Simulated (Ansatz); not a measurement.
# RhPb (P6/mmm): phonons and vibrational spectra

Task: relax RhPb (P6/mmm), then find its harmonic phonons.

Method: DFT PBEsol, scalar-relativistic, plane waves, PAW, in Ansatz 0.2.0.

This is a report of a sequence of runs, with most program output left out.

### Step 1. The starting structure

It takes space group P6/mmm (No. 191, hexagonal). Conventional cell: a = 5.678 Å, b = 5.678 Å, c = 4.428 Å, α = 90.00°, β = 90.00°, γ = 120.00°. Rh has 6 Pb at 2.75 to 2.84 Å and 4 Rh at 2.84 Å nearest. Nearest to Pb lie 6 Rh at 2.75 Å. Pb has 6 Rh at 2.84 Å nearest. Farther neighbours are not listed.

### Step 2. Relaxation

Harmonic phonons are second derivatives at a point where the forces vanish, and they are wanted at zero stress, so atoms and cell are relaxed first.

Input file input.yaml:

```yaml
crystal:
  lattice:
    - [5.678, 0.0, 0.0]
    - [-2.839, 4.9172922427, 0.0]
    - [0.0, 0.0, 4.428]
  atoms:
    - { symbol: Rh, position: [0.5, 0.0, 0.0] }
    - { symbol: Rh, position: [0.5, 0.5, 0.0] }
    - { symbol: Rh, position: [0.0, 0.5, 0.0] }
    - { symbol: Pb, position: [0.3333333333, 0.6666666667, 0.5] }
    - { symbol: Pb, position: [0.6666666667, 0.3333333333, 0.5] }
    - { symbol: Pb, position: [0.0, 0.0, 0.0] }
kpoints:
  mp_grid: { grid: [6, 6, 8] }
hamiltonian:
  xc: pbesol
scf:
  occupations: { method: gaussian, width: 0.1 }
output:
  forces: true
  stress: true
  eigenvalues: true
relax:
  adjacent_minimum: "off"
  f_tol: 0.005
  max_steps: 80
  cell: { stress_tol: 0.05 }
```

The run is started by

```sh
$ ansatz run input.yaml --threads 16 --pin off --max-ram 61440MiB --backend cuda --events-out ev --progress --plain --runs-dir out
```

It took 3.2 s on 1 × NVIDIA GB200 with 16 threads of Arm Neoverse V2, shared host; peak memory 1.1 GiB; 14 s of CPU time.

Step by step:

| step | energy less that of the first step (eV) | largest force component (eV/Å) | pressure (GPa) | volume (Å³) |
| --- | --- | --- | --- | --- |
| 1 | 0.0000 | 0.0000 | -0.27 | 123.63 |
| 2 | 0.0002 | 0.0000 | 0.60 | 122.82 |
| 3 | -0.0017 | 0.0000 | -0.02 | 123.40 |
| 4 | -0.0018 | 0.0000 | 0.00 | 123.38 |
| 5* | -0.0017 | 0.0000 | 0.00 | 123.38 |

Relaxation steps marked * repeat the geometry before them on a plane-wave basis chosen anew for their cell, so energy and pressure can jump there. Relaxation step 2 was tried and not accepted.

Forces are held to the 24 operations that the run works with; a distortion that breaks them can't arise in this run.

| conventional cell, symmetrised | before | after | change |
| --- | --- | --- | --- |
| a (Å) | 5.678 | 5.663 | -0.3 % |
| b (Å) | 5.678 | 5.663 | -0.3 % |
| c (Å) | 4.428 | 4.443 | +0.3 % |
| volume (Å³/atom) | 20.61 | 20.56 | -0.2 % |

Final coordinates:

```cif
data_structure
_symmetry_space_group_name_H-M 'P 1'
_symmetry_Int_Tables_number 1
_cell_length_a 5.6628
_cell_length_b 5.6628
_cell_length_c 4.4427
_cell_angle_alpha 90.000
_cell_angle_beta 90.000
_cell_angle_gamma 120.000
_cell_volume 123.38
loop_
_atom_site_label
_atom_site_type_symbol
_atom_site_fract_x
_atom_site_fract_y
_atom_site_fract_z
_atom_site_occupancy
Rh1 Rh 0.50000 0.00000 0.00000 1
Rh2 Rh 0.50000 0.50000 0.00000 1
Rh3 Rh 0.00000 0.50000 0.00000 1
Pb4 Pb 0.33333 0.66667 0.50000 1
Pb5 Pb 0.66667 0.33333 0.50000 1
Pb6 Pb 0.00000 0.00000 0.00000 1
```

Numbers from this step:

```yaml
pressure: -0.001614 GPa
volume_per_atom: 20.56 Å³
gap_on_the_k_mesh: 0 eV
```

In this step the volume went from 20.61 to 20.56 Å³/atom.

### Step 3. Relaxing to small forces for the phonons

Phonons need a cell at rest on their own settings, so the relaxation is repeated with tight tolerances on forces and stress on the k mesh and occupations of the first response run.

input.yaml, as its differences from that of step 2:

```diff
@@ -2,5 +2,5 @@
   lattice:
-    - [5.678, 0.0, 0.0]
-    - [-2.839, 4.9172922427, 0.0]
-    - [0.0, 0.0, 4.428]
+    - [5.6627599066, 0.0, 0.0]
+    - [-2.8313799533, 4.9040939347, 0.0]
+    - [0.0, 0.0, 4.4427000741]
   atoms:
@@ -17,3 +17,3 @@
 scf:
-  occupations: { method: gaussian, width: 0.1 }
+  occupations: { method: methfessel_paxton, width: 0.15 }
 output:
@@ -24,4 +24,4 @@
   adjacent_minimum: "off"
-  f_tol: 0.005
-  max_steps: 80
-  cell: { stress_tol: 0.05 }
+  f_tol: 0.001
+  max_steps: 60
+  cell: { stress_tol: 0.01 }
```

Elapsed: 3 s, on 1 × NVIDIA GB200 with 16 threads; peak memory 1.1 GiB.

Little changed from the start: no atom moved by 0.005 Å and no cell edge by 0.1 %.

This step gave:

* pressure: -3.00e-5 GPa

The forces vanish by symmetry and the pressure is 0.000 GPa, within the tolerances set. The cell now holds 20.56 Å³/atom.

### Step 4. Modes at Γ

The zone centre comes first: it holds the modes that light can see, as far as symmetry allows. No field response is asked, since the mesh shows no gap.

input.yaml, as its differences from that of step 3:

```diff
@@ -2,5 +2,5 @@
   lattice:
-    - [5.6627599066, 0.0, 0.0]
-    - [-2.8313799533, 4.9040939347, 0.0]
-    - [0.0, 0.0, 4.4427000741]
+    - [5.6625619152, 0.0, 0.0]
+    - [-2.8312809576, 4.903922469, 0.0]
+    - [0.0, 0.0, 4.4426373385]
   atoms:
@@ -19,9 +19,4 @@
 output:
-  forces: true
-  stress: true
   eigenvalues: true
-relax:
-  adjacent_minimum: "off"
-  f_tol: 0.001
-  max_steps: 60
-  cell: { stress_tol: 0.01 }
+phonons:
+  method: dfpt
```

It took 6.5 s on 1 × NVIDIA GB200 with 16 threads; peak memory 2.5 GiB.

Numbers from this step:

| Property | Result |
| --- | --- |
| sum-rule residual before enforcement | 5.18e-5 eV/Å² |
| point group | 6/mmm |
| highest optical mode at the zone centre (no LO-TO term) | 222.9 cm⁻¹ |
| lowest optical zone-centre mode | -87.73 cm⁻¹ |

Patterns of degenerate modes are one choice out of their space. Modes at Γ, with each element's share of the kinetic energy (negative means imaginary):

| mode | frequency (cm⁻¹) | symmetry | Rh % | Pb % |
| --- | --- | --- | --- | --- |
| 1 | -87.7 | B1u | 100 | 0 |
| 2 | 0.0 | acoustic | 33 | 67 |
| 3 | 0.0 | acoustic | 33 | 67 |
| 4 | 0.0 | acoustic | 33 | 67 |
| 5 | 57.7 | A2u | 11 | 89 |
| 6 | 74.7 | E1u | 12 | 88 |
| 7 | 74.7 | E1u | 12 | 88 |
| 8 | 96.6 | E2u | 100 | 0 |
| 9 | 96.6 | E2u | 100 | 0 |
| 10 | 113.2 | E2g | 0 | 100 |
| 11 | 113.2 | E2g | 0 | 100 |
| 12 | 121.9 | E1u | 61 | 39 |
| 13 | 121.9 | E1u | 61 | 39 |
| 14 | 135.6 | B1g | 0 | 100 |
| 15 | 192.8 | A2u | 56 | 44 |
| 16 | 192.9 | E1u | 94 | 6 |
| 17 | 192.9 | E1u | 94 | 6 |
| 18 | 222.9 | B2u | 100 | 0 |

Displacements in mode 1 (-87.7 cm⁻¹), the largest set to 1:
```
Rh1  1.00  0.00  0.00
Rh2 -0.50 -0.87  0.00
Rh3 -0.50  0.87  0.00
Pb4  0.00  0.00  0.00
Pb5  0.00  0.00  0.00
Pb6  0.00  0.00  0.00
```

Displacements in mode 14 (135.6 cm⁻¹), the largest set to 1:
```
Rh1  0.00  0.00  0.00
Rh2  0.00  0.00  0.00
Rh3  0.00  0.00  0.00
Pb4  0.00  0.00  1.00
Pb5  0.00  0.00 -1.00
Pb6  0.00  0.00  0.00
```

Before it was imposed, the acoustic sum rule was missed by 5.2e-5 eV/Å². Small misses are needed for a sound result but don't prove that mesh and cutoff are converged. The lowest optical mode is imaginary, 87.7i cm⁻¹, so the energy falls along it.

### Step 5. Response at finite wavevector

Stability and thermal properties need the whole zone. Linear response on a 2×2×2 q mesh gives force constants as far as a supercell of that size would.

input.yaml, as its differences from that of step 4:

```diff
@@ -22 +22,9 @@
   method: dfpt
+  qmesh: [2, 2, 2]
+  temperatures: { t_max: 1000, t_step: 50 }
+  qpath:
+    path:
+      - [[0.0, 0.0, 0.0], [0.5, 0.0, 0.0], [0.33333333, 0.33333333, 0.0], [0.0, 0.0, 0.0], [0.0, 0.0, 0.5], [0.5, 0.0, 0.5], [0.33333333, 0.33333333, 0.5], [0.0, 0.0, 0.5]]
+      - [[0.5, 0.0, 0.5], [0.5, 0.0, 0.0]]
+      - [[0.33333333, 0.33333333, 0.0], [0.33333333, 0.33333333, 0.5]]
+    npoints: 10
```

Elapsed: 6.3 s, on 1 × NVIDIA GB200 with 16 threads; peak memory 2.4 GiB.

Numbers from this step:

```
sum-rule residual before enforcement                    : 3.07e-5 eV/Å²
lowest frequency on the path                            : -87.73 cm⁻¹
highest frequency on the path or at a solved wavevector : 239.3 cm⁻¹
lowest mode on the q mesh (acoustic modes at Γ apart)   : -87.73 cm⁻¹
```

Frequencies (cm⁻¹) solved at each irreducible wavevector; negative means imaginary. Frequencies by wavevector, by row:

| q in reciprocal lattice units | star | mode 1 | mode 2 | mode 3 | mode 4 | mode 16 | mode 17 | mode 18 |
| --- | --- | --- | --- | --- | --- | --- | --- | --- |
| 0 0 0 | 1 | -87.7 | 0 | 0 | 0 | 192.9 | 192.9 | 222.9 |
| 0 0 -0.5 | 1 | -65.7 | 22 | 49.5 | 49.5 | 182 | 182 | 239.3 |
| 0 -0.5 0 | 3 | -16.8 | 49 | 59.5 | 60.6 | 180.8 | 198.8 | 219.4 |
| 0 -0.5 -0.5 | 3 | 19.3 | 37.7 | 64 | 70.1 | 163.7 | 197.8 | 222.5 |

Interpolated from a 2×2×2 q mesh, rough between the solved points. The phonon branches at the labelled points (cm⁻¹):

| point | branch 1 | branch 2 | branch 3 | branch 4 | branch 15 | branch 16 | branch 17 | branch 18 |
| --- | --- | --- | --- | --- | --- | --- | --- | --- |
| Γ | -88 | 0 | 0 | 0 | 193 | 193 | 193 | 223 |
| halfway | -61 | 34 | 34 | 56 | 185 | 188 | 193 | 222 |
| M | -17 | 49 | 60 | 61 | 174 | 181 | 199 | 219 |
| halfway | 35 | 49 | 59 | 63 | 171 | 179 | 204 | 218 |
| K | 49 | 50 | 66 | 66 | 172 | 172 | 212 | 212 |
| halfway | -49 | 36 | 38 | 56 | 182 | 187 | 194 | 222 |
| Γ | -88 | 0 | 0 | 0 | 193 | 193 | 193 | 223 |
| halfway | -78 | 33 | 33 | 39 | 184 | 188 | 188 | 232 |
| A | -66 | 22 | 50 | 50 | 158 | 182 | 182 | 239 |
| halfway | -43 | 31 | 59 | 66 | 147 | 175 | 187 | 233 |
| L | 19 | 38 | 64 | 70 | 148 | 164 | 198 | 222 |
| halfway | 38 | 42 | 64 | 71 | 148 | 161 | 202 | 220 |
| H | 38 | 63 | 64 | 64 | 148 | 159 | 211 | 211 |
| halfway | -32 | 33 | 61 | 65 | 147 | 172 | 190 | 231 |
| A | -66 | 22 | 50 | 50 | 158 | 182 | 182 | 239 |
| jump to L | 19 | 38 | 64 | 70 | 148 | 164 | 198 | 222 |
| halfway | 11 | 44 | 61 | 66 | 166 | 169 | 200 | 222 |
| M | -17 | 49 | 60 | 61 | 174 | 181 | 199 | 219 |
| jump to K | 49 | 50 | 66 | 66 | 172 | 172 | 212 | 212 |
| halfway | 45 | 56 | 61 | 61 | 159 | 164 | 212 | 212 |
| H | 38 | 63 | 64 | 64 | 148 | 159 | 211 | 211 |

Tetrahedra on a 14×14×14 mesh, mean over bins of 5 cm-1. Interpolated from a 2×2×2 q mesh, rough between the solved points. The phonon density of states by wavenumber; read off at these points:

wavenumber (cm⁻¹), phonon density of states (1/cm⁻¹/cell) and a bar:
```
      -88      0.000 
      -78      0.004 
      -68      0.007 #
      -52      0.009 #
      -42      0.009 #
      -32      0.007 #
      -22      0.006 #
       -8      0.005 #
        2      0.005 #
       12      0.008 #
       22      0.015 ##
       38      0.084 ############
       48      0.082 ###########
       58      0.099 ##############
       68      0.217 ##############################
       82      0.098 #############
       92      0.083 ###########
      102      0.081 ###########
      112      0.077 ###########
      122      0.211 #############################
      128      0.193 ###########################
      138      0.050 #######
      148      0.118 ################
      158      0.041 ######
      172      0.075 ##########
      182      0.058 ########
      192      0.064 #########
      202      0.038 #####
      218      0.039 #####
      222      0.089 ############
      228      0.040 ######
      238      0.007 #
```

The partial phonon density of states has structure finer than the step of the table below, so its rows give means over 10 cm⁻¹, whole bins alone (the curve runs from -97.7 to 256 cm⁻¹). Peaks (cm⁻¹: height): Pb 40.3: 0.0713, 73.7: 0.154, 124.9: 0.103; Rh 75.9: 0.0691, 124.9: 0.125, 144.9: 0.0826, 171.7: 0.0612, 222.9: 0.0701.

Phonopy on the run's constants, 11x11x13 mesh, Gaussian sigma 2.5 cm-1. Interpolated from a 2×2×2 q mesh, rough between the solved points. The partial phonon density of states by wavenumber; means over each step; values in 1/cm⁻¹/cell:

| wavenumber (cm⁻¹) | Pb | Rh |
| --- | --- | --- |
| -90 | 0 | 5.4e-4 |
| -80 | 2.5e-7 | 0.00343 |
| -70 | 6.9e-6 | 0.00624 |
| -60 | 3.0e-5 | 0.00958 |
| -50 | 4.0e-5 | 0.00740 |
| -40 | 2.2e-4 | 0.00974 |
| -30 | 2.2e-4 | 0.00847 |
| -20 | 3.4e-4 | 0.00584 |
| -10 | 5.2e-4 | 0.00303 |
| 0 | 2.7e-4 | 0.00120 |
| 10 | 0.00102 | 0.00359 |
| 20 | 0.00485 | 0.0120 |
| 30 | 0.0240 | 0.0117 |
| 40 | 0.0661 | 0.0138 |
| 50 | 0.0547 | 0.0167 |
| 60 | 0.0773 | 0.0273 |
| 70 | 0.145 | 0.0522 |
| 80 | 0.0960 | 0.0516 |
| 90 | 0.0478 | 0.0351 |
| 100 | 0.0526 | 0.0308 |
| 110 | 0.0617 | 0.0176 |
| 120 | 0.0757 | 0.0655 |
| 130 | 0.0630 | 0.0802 |
| 140 | 0.0333 | 0.0461 |
| 150 | 0.0280 | 0.0493 |
| 160 | 0.0154 | 0.0335 |
| 170 | 0.0115 | 0.0581 |
| 180 | 0.0129 | 0.0500 |
| 190 | 0.0106 | 0.0474 |
| 200 | 0.00667 | 0.0426 |
| 210 | 0.00147 | 0.0131 |
| 220 | 0.00454 | 0.0524 |
| 230 | 0.00375 | 0.0296 |
| 240 | 7.2e-4 | 0.00430 |
| 250 | 1.5e-6 | 8.0e-6 |

Symmetry leaves 4 wavevectors to solve. The lowest mode among them, the acoustic zeros apart, lies at Γ and is imaginary, 87.7i cm⁻¹, so the energy falls along it.

### Step 6. Outcome

```
space group after relaxation (within 0.01 Å)            : P6/mmm
volume per atom                                         : 20.6 Å³
electronic character                                    : no gap on this mesh
highest optical mode at the zone centre (no LO-TO term) : 223 cm⁻¹
lowest optical zone-centre mode                         : -87.7 cm⁻¹
lowest mode on the q mesh (acoustic modes at Γ apart)   : -87.7 cm⁻¹
highest frequency on the path or at a solved wavevector : 239 cm⁻¹
imaginary modes on the 2×2×2 q mesh                     : yes
```

Modes are clearly imaginary (beyond 10i cm⁻¹) at 3 of the 4 irreducible wavevectors, most at Γ (87.7i cm⁻¹), so this structure is not a minimum of the energy. The optical modes at Γ span -88 to 223 cm⁻¹ (negative means imaginary). The highest mode in this list at Γ, 222.9 cm⁻¹, is mostly motion of Rh (100 % of the kinetic energy). The q mesh stands for a supercell only 8.9 Å across, so branches between the solved wavevectors are rough. With no gap, or one that is small against the smearing, the frequencies hang on the k mesh and the smearing, most of all near Kohn anomalies. The phonon runs are without spin polarisation, although the cell has an odd electron count. Spin-orbit coupling is left out, which can matter for the heavy elements here. A phonon run warned that its eigensolver left some bands unconverged in a pass. These are harmonic frequencies at zero temperature: anharmonic shifts, linewidths and thermal expansion are left out.

[Logs are printed without paths, hosts, clocks, repeated set-up lines and the standing remarks that a program may print on its own settings, such as how far it seeks lower states.]

[Hosts, paths, dates, database ids (printed as entryN), source tags and the programs' standing remarks are cut or masked in the printed files.]
